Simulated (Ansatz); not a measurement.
**Mo2NO2 monolayer: phonons and vibrational spectra**

Task: relax Mo2NO2 monolayer, then find its harmonic phonons.

Method: DFT PBEsol, scalar-relativistic, plane waves, PAW, in Ansatz 0.2.0.

## 1. The starting structure

The cell holds 5 atoms: 1 N, 2 Mo and 2 O. Cell: a = 2.950 Å, b = 2.950 Å, c = 20.000 Å, α = 90.0°, β = 90.0°, γ = 120.0°. Vacuum lies along c.

## 2. Rough relaxation

The start is far from rest, so a relaxation with loose tolerances brings it close first.

The program solves this slab on a cell height of its own, 32.6 Å, in place of the one typed.

File input.yaml:

```yaml
crystal:
  lattice:
    - [2.95, 0.0, 0.0]
    - [-1.475, 2.55477, 0.0]
    - [0.0, 0.0, 20.0]
  atoms:
    - { symbol: "N", position: [0.0, 0.0, 0.5] }
    - { symbol: Mo, position: [0.333333, 0.666667, 0.56] }
    - { symbol: Mo, position: [0.666667, 0.333333, 0.44] }
    - { symbol: O, position: [0.666667, 0.333333, 0.61] }
    - { symbol: O, position: [0.333333, 0.666667, 0.39] }
  periodic: [true, true, false]
kpoints:
  mp_grid: { grid: [9, 9, 1] }
hamiltonian:
  xc: pbesol
scf:
  occupations: { method: gaussian, width: 0.1 }
output:
  forces: true
  stress: true
  eigenvalues: true
relax:
  adjacent_minimum: "off"
  f_tol: 0.05
  max_steps: 80
  cell: { stress_2d_tol: 0.02 }
```

Launch:

```console
ansatz run input.yaml --threads 8 --pin off --max-ram 14336MiB --backend cpu --events-out ev --progress --plain --runs-dir out
```

Numbers of over 12 decimals in the logs are rounded to 6 here.

Log:

```text
[...]
cell:  # Å, volume = 275.8482 Å³
    - [3.125798, 0, 0]
    - [-1.562899, 2.707021, 0]
    - [0, 0, 32.6]
  atoms:
    - { symbol: N, position: [0, 0, 0.306748] }
    - { symbol: Mo, position: [0.333333, 0.666667, 0.338563] }
    - { symbol: Mo, position: [0.666667, 0.333333, 0.274934] }
    - { symbol: O, position: [0.666667, 0.333333, 0.370090] }
    - { symbol: O, position: [0.333333, 0.666667, 0.243406] }
[key lines of the parts left out:]
SCF converged after 8 iterations
Free energy (F): -11295.777328 eV
Fermi energy:    -6.074965 eV
P = ½ c Tr σ = 0.0078 N/m
```

It took 12 s on 8 threads of Arm Neoverse V2, shared host; peak memory 0.79 GiB.

This run has no spin polarisation although its electron count is odd.

The steps of the relaxation:

| step | energy less that of the first step (eV) | largest force component (eV/Å) | volume (Å³) |
| --- | --- | --- | --- |
| 1 | 0.0000 | 2.3679 | 245.69 |
| 2 | -0.3850 | 1.0657 | 257.30 |
| 3 | -0.6959 | 1.3400 | 272.29 |
| 4 | -0.6763 | 0.9709 | 285.26 |
| 5 | -0.7921 | 0.2526 | 275.12 |
| 6 | -0.7955 | 0.0362 | 274.42 |
| 7* | -0.8439 | 0.0343 | 274.42 |
| 8 | -0.8444 | 0.0058 | 275.78 |
| 9 | -0.8443 | 0.0008 | 275.85 |
| 10* | -0.8455 | 0.0007 | 275.85 |

Relaxation steps marked * repeat the geometry before them on a plane-wave basis chosen anew for their cell, so energy and pressure can jump there. Relaxation step 4 was tried and not accepted.

The run keeps the 12 symmetry operations that it works with, so distortions that break them were not tested.

| cell as run | before | after | change |
| --- | --- | --- | --- |
| a (Å) | 2.950 | 3.126 | +6.0 % |
| b (Å) | 2.950 | 3.126 | +6.0 % |

The atoms that moved most (Å, along periodic axes as changes of fractional coordinates times the final cell, across vacuum about the mean position):

| atom | dx | dy | dz | length |
| --- | --- | --- | --- | --- |
| Mo3 | 0.000 | 0.000 | 0.163 | 0.163 |
| Mo2 | 0.000 | 0.000 | -0.163 | 0.163 |
| O4 | 0.000 | 0.000 | -0.135 | 0.135 |
| O5 | 0.000 | 0.000 | 0.135 | 0.135 |

The relaxed structure:

```xyz
5
Lattice="3.1258 0.0000 0.0000 -1.5629 2.7070 0.0000 0.0000 0.0000 32.6000" Properties=species:S:1:pos:R:3
N     0.0000    0.0000   10.0000
Mo    0.0000    1.8047   11.0372
Mo    1.5629    0.9023    8.9628
O     1.5629    0.9023   12.0649
O     0.0000    1.8047    7.9351
```

This step gave:

```
gap on the k-mesh : 0 eV
area per atom     : 1.692 Å²
```

The relaxation ends with a largest force component of 7.3e-4 eV/Å.

## 3. Bringing the structure to rest

The cell and atoms are relaxed, since residual forces and stress would shift the frequencies.

File input.yaml:

```yaml
crystal:
  lattice:
    - [3.1257984499, 0.0, 0.0]
    - [-1.562899225, 2.7070208647, 0.0]
    - [0.0, 0.0, 32.6]
  atoms:
    - { symbol: "N", position: [0.0, 0.0, 0.3067484663] }
    - { symbol: Mo, position: [0.3333333333, 0.6666666667, 0.3385629409] }
    - { symbol: Mo, position: [0.6666666667, 0.3333333333, 0.2749339916] }
    - { symbol: O, position: [0.6666666667, 0.3333333333, 0.3700904651] }
    - { symbol: O, position: [0.3333333333, 0.6666666667, 0.2434064674] }
  periodic: [true, true, false]
kpoints:
  mp_grid: { grid: [15, 15, 1] }
hamiltonian:
  xc: pbesol
scf:
  occupations: { method: gaussian, width: 0.1 }
output:
  forces: true
  stress: true
  eigenvalues: true
relax:
  adjacent_minimum: "off"
  f_tol: 0.005
  max_steps: 80
  cell: { stress_2d_tol: 0.02 }
```

Log:

```text
[...]
Crystal: 5 atoms, lattice volume = 275.848 Å³
Basis set: ecut = 420 eV, 5353 PW (Γ), exchange–correlation on 48×48×450 points (8 copies of the dense FFT grid, shifted against one another)
Bands: 28, of which v1, the nominal top of the filled ones, is band 23 counted from 1 (22 counted from 0)
Symmetry: 12 space group operations
[...]
k-points: 27 of 225
[...]
cell:  # Å, volume = 276.0611 Å³
    - [3.127004, 2.8878682511270724e-11, 0]
    - [-1.563502, 2.708065, 0]
    - [0, 0, 32.6]
  atoms:
    - { symbol: N, position: [0, 0, 0.30674846626] }
    - { symbol: Mo, position: [0.333333, 0.666667, 0.338533] }
    - { symbol: Mo, position: [0.666667, 0.333333, 0.274964] }
    - { symbol: O, position: [0.666667, 0.333333, 0.370049] }
    - { symbol: O, position: [0.333333, 0.666667, 0.243447] }
[key lines of the parts left out:]
SCF converged after 6 iterations
Free energy (F): -11295.768311 eV
Fermi energy:    -6.094655 eV
P = ½ c Tr σ = 0.0134 N/m
```

Run time: 9.3 s. Hardware: 8 threads; peak memory 0.9 GiB.

Little changed from the start: no atom moved by 0.005 Å and no cell edge by 0.1 %.

Numbers from this step:

| Property | Result |
| --- | --- |
| area per atom | 1.694 Å² |

## 4. Tight relaxation

Phonons need a cell at rest on their own settings, so the relaxation is repeated with tight tolerances on forces and stress, using the mesh and the filling of the phonon run that follows.

File input.yaml:

```yaml
crystal:
  lattice:
    - [3.1270044533, 0.0, 0.0]
    - [-1.5635022267, 2.7080652943, 0.0]
    - [0.0, 0.0, 32.6]
  atoms:
    - { symbol: "N", position: [0.0, 0.0, 0.3067484663] }
    - { symbol: Mo, position: [0.3333333333, 0.6666666667, 0.3385327914] }
    - { symbol: Mo, position: [0.6666666667, 0.3333333333, 0.2749641411] }
    - { symbol: O, position: [0.6666666667, 0.3333333333, 0.3700494364] }
    - { symbol: O, position: [0.3333333333, 0.6666666667, 0.2434474961] }
  periodic: [true, true, false]
kpoints:
  mp_grid: { grid: [18, 18, 1] }
hamiltonian:
  xc: pbesol
scf:
  occupations: { method: methfessel_paxton, width: 0.15 }
output:
  forces: true
  stress: true
  eigenvalues: true
  write_density: true
  write_potential: true
  elf: true
  volumetric_format: npy
relax:
  adjacent_minimum: "off"
  f_tol: 0.001
  max_steps: 60
  cell: { stress_2d_tol: 0.002 }
```

Log:

```text
[...]
Crystal: 5 atoms, lattice volume = 276.061 Å³
Basis set: ecut = 420 eV, 5353 PW (Γ), exchange–correlation on 48×48×450 points (8 copies of the dense FFT grid, shifted against one another)
Bands: 28, of which v1, the nominal top of the filled ones, is band 23 counted from 1 (22 counted from 0)
Symmetry: 12 space group operations
[...]
k-points: 37 of 324
[...]
cell:  # Å, volume = 276.1971 Å³
    - [3.127774, 2.8874670625733984e-11, 0]
    - [-1.563887211942, 2.708732, 0]
    - [0, 0, 32.6]
  atoms:
    - { symbol: N, position: [0, 0, 0.30674846626] }
    - { symbol: Mo, position: [0.333333, 0.666667, 0.338519] }
    - { symbol: Mo, position: [0.666667, 0.333333, 0.274978] }
    - { symbol: O, position: [0.666667, 0.333333, 0.370008] }
    - { symbol: O, position: [0.333333, 0.666667, 0.243489] }
[key lines of the parts left out:]
SCF converged after 10 iterations
Free energy (F): -11295.760748 eV
Fermi energy:    -6.084561 eV
P = ½ c Tr σ = 0.0001 N/m
```

Wall time 23 s (8 threads); peak memory 0.93 GiB; 2.8 min of CPU time.

Little changed from the start: no atom moved by 0.005 Å and no cell edge by 0.1 %.

Electrostatic potential energy in the ac plane at fractional y = 0.333, with atoms of Mo and O within 0.2 Å of it. With pseudopotentials it is smooth inside the atoms' cores, unlike the true potential.

Ten even steps from '0' (-36 eV) to '9' (0 eV), each cell a mean:
```
9999999999999999
9999999999999999
9999999999999999
9999999999999999
9999999999999999
9999999999999999
9999999999999999
9999999999999999
9999999999999999
9999999999999999
9999999999999999
9999999999999999
9999999999999999
9999999999999999
9999999876555689
6544456644333467
6666666554444556
6788764100000002
9999999888888889
9999999999999999
9999999999999999
9999999999999999
9999999999999999
9999999999999999
```
Columns run along a (3.1 Å; values clipped at the 3rd and 97th percentile), rows up along c (32.6 Å). Atoms in or near the plane, at fractional coordinates: Mo at (0.67, 0.27), O at (0.67, 0.37).

ELF in the ac plane at fractional y = 0.333, with atoms of Mo and O within 0.2 Å of it. It is the smooth field of the valence electrons, not physical close to the nuclei.

Values, 24 rows by 16 columns, each cell a mean:
```
0.00 0.00 0.00 0.00 0.00 0.00 0.00 0.00 0.00 0.00 0.00 0.00 0.00 0.00 0.00 0.00
0.00 0.00 0.00 0.00 0.00 0.00 0.00 0.00 0.00 0.00 0.00 0.00 0.00 0.00 0.00 0.00
0.00 0.00 0.00 0.00 0.00 0.00 0.00 0.00 0.00 0.00 0.00 0.00 0.00 0.00 0.00 0.00
0.00 0.00 0.00 0.00 0.00 0.00 0.00 0.00 0.00 0.00 0.00 0.00 0.00 0.00 0.00 0.00
0.00 0.00 0.00 0.00 0.00 0.00 0.00 0.00 0.00 0.00 0.00 0.00 0.00 0.00 0.00 0.00
0.00 0.00 0.00 0.00 0.00 0.00 0.00 0.00 0.00 0.00 0.00 0.00 0.00 0.00 0.00 0.00
0.00 0.00 0.00 0.00 0.00 0.00 0.00 0.00 0.00 0.00 0.00 0.00 0.00 0.00 0.00 0.00
0.00 0.00 0.00 0.00 0.00 0.00 0.00 0.00 0.00 0.00 0.00 0.00 0.00 0.00 0.00 0.00
0.00 0.00 0.00 0.00 0.00 0.00 0.00 0.00 0.00 0.00 0.00 0.00 0.00 0.00 0.00 0.00
0.00 0.00 0.00 0.00 0.00 0.00 0.00 0.00 0.00 0.00 0.00 0.00 0.00 0.00 0.00 0.00
0.00 0.00 0.00 0.00 0.00 0.00 0.00 0.00 0.00 0.00 0.00 0.00 0.00 0.00 0.00 0.00
0.00 0.00 0.00 0.00 0.00 0.00 0.00 0.00 0.00 0.00 0.00 0.00 0.00 0.00 0.00 0.00
0.00 0.00 0.00 0.00 0.00 0.00 0.00 0.00 0.00 0.00 0.00 0.00 0.00 0.00 0.00 0.00
0.01 0.00 0.00 0.00 0.00 0.01 0.02 0.04 0.06 0.08 0.09 0.09 0.08 0.06 0.04 0.02
0.26 0.09 0.03 0.03 0.06 0.19 0.40 0.58 0.67 0.71 0.70 0.69 0.71 0.69 0.62 0.47
0.21 0.20 0.25 0.26 0.23 0.21 0.29 0.43 0.53 0.55 0.50 0.49 0.54 0.55 0.47 0.33
0.29 0.35 0.38 0.38 0.35 0.30 0.25 0.24 0.28 0.33 0.36 0.36 0.33 0.29 0.25 0.25
0.19 0.23 0.29 0.29 0.25 0.20 0.25 0.46 0.62 0.66 0.59 0.58 0.65 0.65 0.52 0.30
0.29 0.41 0.46 0.47 0.43 0.34 0.22 0.13 0.09 0.09 0.10 0.11 0.09 0.08 0.09 0.17
0.02 0.03 0.03 0.03 0.03 0.02 0.01 0.01 0.00 0.00 0.00 0.00 0.00 0.00 0.00 0.01
0.00 0.00 0.00 0.00 0.00 0.00 0.00 0.00 0.00 0.00 0.00 0.00 0.00 0.00 0.00 0.00
0.00 0.00 0.00 0.00 0.00 0.00 0.00 0.00 0.00 0.00 0.00 0.00 0.00 0.00 0.00 0.00
0.00 0.00 0.00 0.00 0.00 0.00 0.00 0.00 0.00 0.00 0.00 0.00 0.00 0.00 0.00 0.00
0.00 0.00 0.00 0.00 0.00 0.00 0.00 0.00 0.00 0.00 0.00 0.00 0.00 0.00 0.00 0.00
```
Columns run along a (3.1 Å), rows up along c (32.6 Å). Atoms in or near the plane, at fractional coordinates: Mo at (0.67, 0.27), O at (0.67, 0.37).

Valence density in the ac plane at fractional y = 0.333, with atoms of Mo and O within 0.2 Å of it. It is the smooth field of the valence electrons, not physical close to the nuclei.

Values in e/Å³, 24 rows by 16 columns, each cell a mean:
```
0.0 0.0 0.0 0.0 0.0 0.0 0.0 0.0 0.0 0.0 0.0 0.0 0.0 0.0 0.0 0.0
0.0 0.0 0.0 0.0 0.0 0.0 0.0 0.0 0.0 0.0 0.0 0.0 0.0 0.0 0.0 0.0
0.0 0.0 0.0 0.0 0.0 0.0 0.0 0.0 0.0 0.0 0.0 0.0 0.0 0.0 0.0 0.0
0.0 0.0 0.0 0.0 0.0 0.0 0.0 0.0 0.0 0.0 0.0 0.0 0.0 0.0 0.0 0.0
0.0 0.0 0.0 0.0 0.0 0.0 0.0 0.0 0.0 0.0 0.0 0.0 0.0 0.0 0.0 0.0
0.0 0.0 0.0 0.0 0.0 0.0 0.0 0.0 0.0 0.0 0.0 0.0 0.0 0.0 0.0 0.0
0.0 0.0 0.0 0.0 0.0 0.0 0.0 0.0 0.0 0.0 0.0 0.0 0.0 0.0 0.0 0.0
0.0 0.0 0.0 0.0 0.0 0.0 0.0 0.0 0.0 0.0 0.0 0.0 0.0 0.0 0.0 0.0
0.0 0.0 0.0 0.0 0.0 0.0 0.0 0.0 0.0 0.0 0.0 0.0 0.0 0.0 0.0 0.0
0.0 0.0 0.0 0.0 0.0 0.0 0.0 0.0 0.0 0.0 0.0 0.0 0.0 0.0 0.0 0.0
0.0 0.0 0.0 0.0 0.0 0.0 0.0 0.0 0.0 0.0 0.0 0.0 0.0 0.0 0.0 0.0
0.0 0.0 0.0 0.0 0.0 0.0 0.0 0.0 0.0 0.0 0.0 0.0 0.0 0.0 0.0 0.0
0.0 0.0 0.0 0.0 0.0 0.0 0.0 0.0 0.0 0.0 0.0 0.0 0.0 0.0 0.0 0.0
0.0 0.0 0.0 0.0 0.0 0.0 0.0 0.0 0.0 0.0 0.0 0.0 0.0 0.0 0.0 0.0
0.1 0.1 0.0 0.0 0.1 0.1 0.2 0.4 0.8 1.5 2.1 2.2 1.7 1.0 0.5 0.2
0.4 0.5 0.6 0.6 0.6 0.5 0.5 0.7 1.2 2.1 2.8 2.9 2.4 1.5 0.8 0.5
0.5 0.6 0.6 0.7 0.6 0.5 0.5 0.5 0.7 1.0 1.2 1.3 1.1 0.8 0.6 0.5
0.5 0.4 0.3 0.3 0.3 0.4 0.7 1.6 3.1 4.5 5.1 5.2 4.8 3.6 2.0 0.9
0.1 0.2 0.2 0.2 0.2 0.2 0.1 0.1 0.1 0.1 0.1 0.1 0.1 0.1 0.1 0.1
0.0 0.0 0.0 0.0 0.0 0.0 0.0 0.0 0.0 0.0 0.0 0.0 0.0 0.0 0.0 0.0
0.0 0.0 0.0 0.0 0.0 0.0 0.0 0.0 0.0 0.0 0.0 0.0 0.0 0.0 0.0 0.0
0.0 0.0 0.0 0.0 0.0 0.0 0.0 0.0 0.0 0.0 0.0 0.0 0.0 0.0 0.0 0.0
0.0 0.0 0.0 0.0 0.0 0.0 0.0 0.0 0.0 0.0 0.0 0.0 0.0 0.0 0.0 0.0
0.0 0.0 0.0 0.0 0.0 0.0 0.0 0.0 0.0 0.0 0.0 0.0 0.0 0.0 0.0 0.0
```
Columns run along a (3.1 Å), rows up along c (32.6 Å). Atoms in or near the plane, at fractional coordinates: Mo at (0.67, 0.27), O at (0.67, 0.37).

The largest force component left is 0.0075 meV/Å, within the tolerances set.

## 5. Modes at Γ

The zone centre comes first: it holds the modes that light can see, as far as symmetry allows. No field response is asked, since the mesh shows no gap.

File input.yaml:

```yaml
crystal:
  lattice:
    - [3.1277744238, 0.0, 0.0]
    - [-1.5638872119, 2.7087321083, 0.0]
    - [0.0, 0.0, 32.6]
  atoms:
    - { symbol: "N", position: [0.0, 0.0, 0.3067484663] }
    - { symbol: Mo, position: [0.3333333333, 0.6666666667, 0.3385189321] }
    - { symbol: Mo, position: [0.6666666667, 0.3333333333, 0.2749780005] }
    - { symbol: O, position: [0.6666666667, 0.3333333333, 0.3700080734] }
    - { symbol: O, position: [0.3333333333, 0.6666666667, 0.2434888592] }
  periodic: [true, true, false]
kpoints:
  mp_grid: { grid: [18, 18, 1] }
hamiltonian:
  xc: pbesol
scf:
  occupations: { method: methfessel_paxton, width: 0.15 }
output:
  eigenvalues: true
phonons:
  method: dfpt
```

Log:

```text
Warning: crystal.symmetry: narrowed to the stabiliser of the run's FFT grids — unitary ops 12 → 6. A phonons.method: dfpt run fills in the rows of the dynamical matrix that it does not solve by its symmetry operations, which is exact only for operations that map its FFT grids onto themselves: filled in by any other, the frequencies could depend on the order in which like atoms are typed, or, by more than the grids' own error, on where the crystal sits among the grids' points. Excluded: 6 operations. The run can therefore solve more perturbations, solve them on more k-points, or both, and cost more. [rest of the remark cut]
[...]
Crystal: 5 atoms, lattice volume = 276.197 Å³
Basis set: ecut = 420 eV, 5353 PW (Γ), exchange–correlation on 48×48×450 points (8 copies of the dense FFT grid, shifted against one another)
Bands: 28, of which v1, the nominal top of the filled ones, is band 23 counted from 1 (22 counted from 0)
Symmetry: 12 space group operations
k-points: 91 of 324 (irreducible under 2 space group operations, time reversal used)
[...]
SCF iter   1: F=—  HF=-11295.773988 eV  |F-HF|=—  |Δ(HF+E_count)|=         —  Δρ=6.14e-3  dr2=8.25e-2  ethr=1.77e-3  ⟨swp⟩=13.4  Hψ=20271  notcnv=0
[...]
SCF iter   9: F=-11295.760748 eV  HF=-11295.760748 eV  |F-HF|=1.15e-9  |Δ(HF+E_count)|=   2.02e-8  S|Δr|=    0.00e0  Δρ=7.86e-8  dr2=9.70e-12  ethr=1.00e-12  ⟨swp⟩=20.3  Hψ=26393  notcnv=0
SCF 1 converged in 9 iterations: F = -11295.760748 eV  dr2 = 9.70e-12
[...]
DFPT response loops at Γ: preconditioner auto → none (partly filled bands, converged f_vac=0.788); β = 0.50; Broyden in place of MSR1
SCF converged after 9 iterations
[...]
Free energy (F): -11295.760748 eV
[...]
Internal energy: -11295.760730 eV  (E = F + TS)
E sigma→0 (E₀):  -11295.760744 eV
Entropy (-TS):   -0.000018 eV (-0.004 meV/atom)
Fermi energy:    -6.084558 eV
[...]
--- Band table (eV; the first three rows and the last of 91) ---
  k-point 0: bands = [... 19 lower, -9.1651, -8.6640, -8.6640, -6.4095, -5.3289, -5.3289, -4.4290, -3.4623, ... 1 higher]
  k-point 1: bands = [... 19 lower, -9.0836, -8.3593, -8.3405, -6.5170, -5.3046, -5.2049, -4.4154, -3.5227, ... 1 higher]
  k-point 2: bands = [... 19 lower, -8.9592, -8.0547, -7.8817, -6.6356, -5.2128, -4.9848, -4.3774, -3.6210, ... 1 higher]
  k-point 90: bands = [... 19 lower, -9.6520, -7.5011, -6.7971, -6.1201, -4.8561, -4.2608, -4.0552, -3.2381, ... 1 higher]
--- Phonons (Γ-DFPT): 10 representative perturbations + reference, on 91 of 324 k-points (Σ response iterations 58) ---
  ASR residual: 5.275e-5 → 0.000e0 eV/Å²; symmetrization residual: 5.135e-6 eV/Å²
  The last average, over the group as it would stand without the narrowing to the FFT grids, took up to 1.381e-6 eV/Å² of the zone centre's force constants
  ASR residual per site (eV/Å²): 3.46e-5 5.28e-5 4.81e-5 1.13e-5 1.22e-5
  Γ frequencies (cm⁻¹): 0.00 0.00 0.00 148.36 148.36 285.79 360.97 360.97 393.45 393.45 479.82 537.34 542.65 685.23 685.23
  non-analytic LO–TO correction: not included (Born effective charges unavailable; polar crystals: no LO–TO splitting at Γ)
```

Run time: 2.4 min. Hardware: 8 threads; peak memory 2.4 GiB; 17 min of CPU time.

Reading the cycles: dr2 is the Hartree energy of the density residual (eV), the measure of convergence; HF is the Harris–Foulkes estimate of the energy, which meets the free energy F at convergence.

This run has no spin polarisation, although Mo can carry a moment.

This step gave:

```yaml
sum_rule_residual_before_enforcement: 5.28e-5 eV/Å²
point_group: -3m
highest_optical_mode_at_the_zone_centre_no_lo_to_term: 685.2 cm⁻¹
lowest_optical_zone_centre_mode: 148.4 cm⁻¹
```

Patterns of degenerate modes are one choice out of their space. Modes at Γ, with each element's share of the kinetic energy:

| mode | frequency (cm⁻¹) | symmetry | N % | Mo % | O % |
| --- | --- | --- | --- | --- | --- |
| 1 | 0.0 | acoustic | 6 | 81 | 13 |
| 2 | 0.0 | acoustic | 6 | 81 | 13 |
| 3 | 0.0 | acoustic | 6 | 81 | 13 |
| 4 | 148.4 | Eg | 0 | 93 | 7 |
| 5 | 148.4 | Eg | 0 | 93 | 7 |
| 6 | 285.8 | A1g | 0 | 83 | 17 |
| 7 | 361.0 | Eu | 1 | 16 | 84 |
| 8 | 361.0 | Eu | 1 | 16 | 84 |
| 9 | 393.4 | Eg | 0 | 7 | 93 |
| 10 | 393.4 | Eg | 0 | 7 | 93 |
| 11 | 479.8 | A2u | 67 | 15 | 17 |
| 12 | 537.3 | A2u | 27 | 4 | 69 |
| 13 | 542.6 | A1g | 0 | 17 | 83 |
| 14 | 685.2 | Eu | 94 | 4 | 3 |
| 15 | 685.2 | Eu | 94 | 4 | 3 |

Displacements in mode 4 (148.4 cm⁻¹), the largest set to 1:
```
N1   0.00  0.00  0.00
Mo2  1.00 -0.13  0.00
Mo3 -1.00  0.13  0.00
O4   0.68 -0.09  0.00
O5  -0.68  0.09  0.00
```

Displacements in mode 8 (361.0 cm⁻¹), the largest set to 1:
```
N1   0.00  0.13  0.00
Mo2  0.00 -0.18  0.00
Mo3  0.00 -0.18  0.00
O4   0.00  1.00  0.00
O5   0.00  1.00  0.00
```

Before it was imposed, the acoustic sum rule was missed by 5.3e-5 eV/Å². Small misses are needed for a sound result but don't prove that mesh and cutoff are converged. The lowest optical mode is real, 148 cm⁻¹.

(Continued in part 2 of 2.)

[Logs are printed without paths, hosts, clocks, repeated set-up lines and the standing remarks that a program may print on its own settings, such as how far it seeks lower states.]

[Hosts, paths, dates, database ids (printed as entryN), source tags and the programs' standing remarks are cut or masked in the printed files.]
